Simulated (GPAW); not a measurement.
## 1T-PtSe2 monolayer: work function by functional and basis

Aim: the work function of both faces of 1T-PtSe2 monolayer, and its spread over functionals and bases. Where a layer proves gapped, the work function hangs on where the smearing puts the Fermi level, and the band edges take its place.

Method: GPAW, PAW setups; layer in a repeated cell with vacuum, relaxation of atoms and in-plane cell, in the first sound run; inputs show where later runs differ, in GPAW 26.7.0.

## (1) Starting point

The cell holds 3 atoms: 2 Se and 1 Pt. Its edges and angles: a = 3.750 Å, b = 3.750 Å, c = 16.268 Å, α = 90.0°, β = 90.0°, γ = 120.0°. Vacuum lies along c.

Structure file:

```cif
data_structure
_symmetry_space_group_name_H-M 'P 1'
_symmetry_Int_Tables_number 1
_cell_length_a 3.7500
_cell_length_b 3.7500
_cell_length_c 16.2677
_cell_angle_alpha 90.000
_cell_angle_beta 90.000
_cell_angle_gamma 120.000
_cell_volume 198.12
loop_
_atom_site_label
_atom_site_type_symbol
_atom_site_fract_x
_atom_site_fract_y
_atom_site_fract_z
_atom_site_occupancy
Se1 Se 0.66667 0.33333 0.43030 1
Pt2 Pt 0.00000 0.00000 0.50000 1
Se3 Se 0.33333 0.66667 0.56970 1
```

## (2) Relaxation

Forces are removed first; all later runs use this geometry.

File run.py:

```python
import json
import numpy as np
from ase import Atoms
from ase.filters import FrechetCellFilter
from ase.optimize import BFGS
from gpaw import GPAW, PW

slab = Atoms(
    ['Se', 'Pt', 'Se'],
    positions=[
        [1.87500, 1.08253, 7.00000],
        [0.00000, 0.00000, 8.13386],
        [-0.00000, 2.16506, 9.26772]],
    cell=[[3.75, 0.0, 0.0], [-1.875, 3.2476, 0.0], [0.0, 0.0, 16.2677]],
    pbc=[True, True, True])

slab.calc = GPAW(mode=PW(600), xc='PBE', kpts={'size': (9, 9, 1), 'gamma': True},
                 occupations={'name': 'fermi-dirac', 'width': 0.05}, nbands='160%',
                 convergence={'density': 1e-05}, maxiter=200,
                 symmetry={'tolerance': 1e-3}, txt='slab.txt')
result = {}
# The in-plane cell is free; stress needs a cell that repeats along all three vectors
path = []
opt = BFGS(FrechetCellFilter(slab, mask=[1, 1, 0, 0, 0, 1]), maxstep=0.2)
opt.attach(lambda: path.append((slab.get_potential_energy(), slab.positions.tolist(), slab.get_forces().tolist())))
result['relaxed'] = bool(opt.run(fmax=0.02, steps=45))
result['path'] = path
result['cell'] = slab.cell.tolist()
print('in-plane lattice', slab.cell.cellpar().round(4)[[0, 1, 5]])
energy = slab.get_potential_energy()
fermi = slab.calc.get_fermi_level()
v = slab.calc.get_electrostatic_potential().mean((0, 1)) - fermi
n = slab.calc.get_pseudo_density().mean((0, 1))
L = slab.cell[2, 2]
z = np.arange(len(v)) * L / len(v)
low, high = slab.positions[:, 2].min(), slab.positions[:, 2].max()
below, above = np.interp([low - 4.8, high + 4.8], z, v)
slopes = [np.interp(x, z, np.gradient(v, z)) for x in (low - 4.8, high + 4.8)]
eps = np.array([[slab.calc.get_eigenvalues(k, s) for k in range(len(slab.calc.get_ibz_k_points()))]
                for s in range(slab.calc.get_number_of_spins())]) - fermi
top, bottom = eps[eps < 0].max(), eps[eps > 0].min()
dipole = slab.get_dipole_moment()[2]
print(f'energy {energy:.4f} eV, Fermi level {fermi:.4f} eV, dipole {dipole:.5f} e A')
print(f'potential 4.8 A off the faces, from the Fermi level: lower {below:.4f} eV, upper {above:.4f} eV')
print(f'slope of the potential there: lower {slopes[0]:.5f}, upper {slopes[1]:.5f} eV/A')
print(f'nearest levels on the mesh: {top:.4f} and {bottom:.4f} eV')
print('magnetic moment', round(slab.get_magnetic_moment(), 3))
result.update(energy=energy, fermi=fermi, dipole=dipole, below=below, above=above, slopes=slopes, edges=[top, bottom],
              z=z.tolist(), v=v.tolist(), n=n.tolist(), positions=slab.positions.tolist(),
              forces=slab.get_forces(apply_constraint=False).tolist(), moments=slab.get_magnetic_moments().tolist())
json.dump(result, open('result.json', 'w'))
```

Command:

```bash
$ OMP_NUM_THREADS=1 OPENBLAS_NUM_THREADS=1 python run.py
```

The program printed:

```text
Step          Energy          fmax
BFGS:    0      -14.201634        2.209679
BFGS:    1      -14.383105        1.511142
BFGS:    2      -14.525696        0.444829
BFGS:    3      -14.535553        0.332668
BFGS:    4      -14.545197        0.417435
BFGS:    5      -14.558829        0.403635
BFGS:    6      -14.569817        0.241694
BFGS:    7      -14.573888        0.070797
BFGS:    8      -14.574326        0.009572
in-plane lattice [  3.7465   3.7465 120.    ]
energy -14.5743 eV, Fermi level -1.0514 eV, dipole 0.00032 e A
potential 4.8 A off the faces, from the Fermi level: lower 5.0337 eV, upper 5.0329 eV
slope of the potential there: lower 0.00003, upper 0.00036 eV/A
nearest levels on the mesh: -0.6906 and 0.6624 eV
magnetic moment 0.0
```

Run time: 5 min. Hardware: 1 thread of Arm Neoverse V2, shared host; peak memory 0.32 GiB.

Numbers from this step:

```
dipole along the normal                    : 3.17e-4 e·Å
levels nearest the Fermi level on the mesh : -0.6906, 0.6624 eV from the Fermi level
```

The electrostatic potential energy of an electron (without an applied field's), less the Fermi level, planar mean by z:

```
z (Å)  electrostatic potential energy of an electron (without an applied field's), less the Fermi level, planar mean (eV)
    0                                                                                                                5.03
    1                                                                                                                5.03
    2                                                                                                                5.03
    3                                                                                                                5.03
    4                                                                                                                5.02
    5                                                                                                                4.82
    6                                                                                                                1.25
    7                                                                                                               -14.0
    8                                                                                                               -13.7
    9                                                                                                               -8.86
   10                                                                                                               -2.87
   11                                                                                                                4.58
   12                                                                                                                5.01
   13                                                                                                                5.03
   14                                                                                                                5.03
   15                                                                                                                5.03
   16                                                                                                                5.03
```

Table of pseudo valence density, planar mean by z:

```
z (Å)  pseudo valence density, planar mean (e/Å³)
  3.5                                      1.4e-4
  4.0                                      5.6e-4
  4.5                                     0.00230
  5.0                                     0.00986
  5.5                                      0.0428
  6.0                                       0.162
  6.5                                       0.290
  7.0                                       0.306
  7.5                                       0.566
  8.0                                        1.28
  8.5                                       0.878
  9.0                                       0.474
  9.5                                       0.197
 10.0                                       0.269
 10.5                                      0.0887
 11.0                                      0.0213
 11.5                                     0.00492
 12.0                                     0.00118
 12.5                                      2.9e-4
 13.0                                      7.4e-5
```

The relaxation lowered the energy of the cell by 0.373 eV (energies extrapolated to zero smearing; the optimiser's log prints free energies). The largest force left on a free atom is 0.0096 eV/Å.

## (3) Plane waves, PBE

The work function is the vacuum plateau of the electrostatic potential less the Fermi level; a dipole layer lets the two faces have plateaus of their own.

This step: GPAW, PAW setups; slab in vacuum (GPAW 26.7.0).

The cell differs from the one that the last finished run ended in (c 16.268 → 16.623 Å).

run.py: that of step 2 with these lines changed.

```diff
@@ -3,4 +3,2 @@
 from ase import Atoms
-from ase.filters import FrechetCellFilter
-from ase.optimize import BFGS
 from gpaw import GPAW, PW
@@ -10,21 +8,14 @@
     positions=[
-        [1.87500, 1.08253, 7.00000],
-        [0.00000, 0.00000, 8.13386],
-        [-0.00000, 2.16506, 9.26772]],
-    cell=[[3.75, 0.0, 0.0], [-1.875, 3.2476, 0.0], [0.0, 0.0, 16.2677]],
-    pbc=[True, True, True])
+        [1.87323, 1.08151, 7.00000],
+        [-0.00000, -0.00000, 8.31148],
+        [-0.00000, 2.16302, 9.62297]],
+    cell=[[3.74646, 0.0, 0.0], [-1.87323, 3.24453, 0.0], [0.0, 0.0, 16.623]],
+    pbc=[True, True, False])
 
-slab.calc = GPAW(mode=PW(600), xc='PBE', kpts={'size': (9, 9, 1), 'gamma': True},
+slab.calc = GPAW(mode=PW(400), xc='PBE', kpts={'size': (9, 9, 1), 'gamma': True},
                  occupations={'name': 'fermi-dirac', 'width': 0.05}, nbands='160%',
                  convergence={'density': 1e-05}, maxiter=200,
+                 poissonsolver={'dipolelayer': 'xy'},
                  symmetry={'tolerance': 1e-3}, txt='slab.txt')
 result = {}
-# The in-plane cell is free; stress needs a cell that repeats along all three vectors
-path = []
-opt = BFGS(FrechetCellFilter(slab, mask=[1, 1, 0, 0, 0, 1]), maxstep=0.2)
-opt.attach(lambda: path.append((slab.get_potential_energy(), slab.positions.tolist(), slab.get_forces().tolist())))
-result['relaxed'] = bool(opt.run(fmax=0.02, steps=45))
-result['path'] = path
-result['cell'] = slab.cell.tolist()
-print('in-plane lattice', slab.cell.cellpar().round(4)[[0, 1, 5]])
 energy = slab.get_potential_energy()
```

The program printed:

```text
energy -14.5211 eV, Fermi level -1.1366 eV, dipole -0.00024 e A
potential 4.8 A off the faces, from the Fermi level: lower 5.0313 eV, upper 5.0366 eV
slope of the potential there: lower -0.00017, upper 0.00017 eV/A
nearest levels on the mesh: -0.6916 and 0.6632 eV
magnetic moment 0.0
```

It took 20 s on 1 thread; peak memory 0.18 GiB.

This step gave:

```
dipole along the normal                    : -2.35e-4 e·Å
levels nearest the Fermi level on the mesh : -0.6916, 0.6632 eV from the Fermi level
upper work function                        : 5.037 eV
lower work function                        : 5.031 eV
upper ionisation energy                    : 5.728 eV
```

The electrostatic potential energy of an electron (without an applied field's), less the Fermi level, planar mean by z:

```
z (Å)  electrostatic potential energy of an electron (without an applied field's), less the Fermi level, planar mean (eV)
  0.0                                                                                                                5.03
  0.5                                                                                                                5.03
  1.0                                                                                                                5.03
  1.5                                                                                                                5.03
  2.0                                                                                                                5.03
  2.5                                                                                                                5.03
  3.0                                                                                                                5.03
  3.5                                                                                                                5.03
  4.0                                                                                                                5.02
  4.5                                                                                                                5.00
  5.0                                                                                                                4.90
  5.5                                                                                                                4.50
  6.0                                                                                                                2.75
  6.5                                                                                                               -4.14
  7.0                                                                                                               -15.5
  7.5                                                                                                               -8.23
  8.0                                                                                                               -11.4
  8.5                                                                                                               -13.2
  9.0                                                                                                               -7.62
  9.5                                                                                                               -14.8
 10.0                                                                                                               -7.32
 10.5                                                                                                                1.81
 11.0                                                                                                                4.28
 11.5                                                                                                                4.85
 12.0                                                                                                                4.99
 12.5                                                                                                                5.03
 13.0                                                                                                                5.03
 13.5                                                                                                                5.04
 14.0                                                                                                                5.04
 14.5                                                                                                                5.04
 15.0                                                                                                                5.04
 15.5                                                                                                                5.04
 16.0                                                                                                                5.04
 16.5                                                                                                                5.03
```

Table of pseudo valence density, planar mean by z:

```
z (Å)  pseudo valence density, planar mean (e/Å³)
 0.00                                     -2.5e-6
 0.42                                     -2.5e-6
 0.83                                     -2.2e-6
 1.25                                     -1.7e-6
 1.87                                      2.3e-6
 2.29                                      3.7e-6
 2.70                                      9.3e-6
 3.12                                      2.8e-5
 3.53                                      8.9e-5
 3.95                                      2.8e-4
 4.36                                      9.1e-4
 4.78                                     0.00298
 5.40                                      0.0186
 5.82                                      0.0622
 6.23                                       0.182
 6.65                                       0.305
 7.06                                       0.220
 7.48                                       0.487
 7.90                                       0.784
 8.52                                        1.18
 8.93                                       0.561
 9.35                                       0.387
 9.77                                       0.223
10.18                                       0.267
10.60                                       0.110
11.01                                      0.0342
11.64                                     0.00548
12.05                                     0.00165
12.47                                      5.1e-4
12.88                                      1.6e-4
13.30                                      5.3e-5
13.71                                      1.7e-5
14.13                                      5.3e-6
14.55                                           0
15.17                                      2.1e-6
15.58                                      2.3e-6
16.00                                      2.5e-6
16.42                                      2.6e-6
```

The layer is gapped, so the Fermi level lies somewhere inside the gap, set by smearing and numerics, and these work functions are no property of the material; the band edges below the vacuum level are. The potential is flat to 1.7e-4 eV/Å where it is read, so the vacuum is wide enough.

[end of part 1 of 3]

[Logs are printed without paths, hosts, clocks, repeated set-up lines and the standing remarks that a program may print on its own settings, such as how far it seeks lower states.]

[Hosts, paths, dates, database ids (printed as entryN), source tags and the programs' standing remarks are cut or masked in the printed files.]
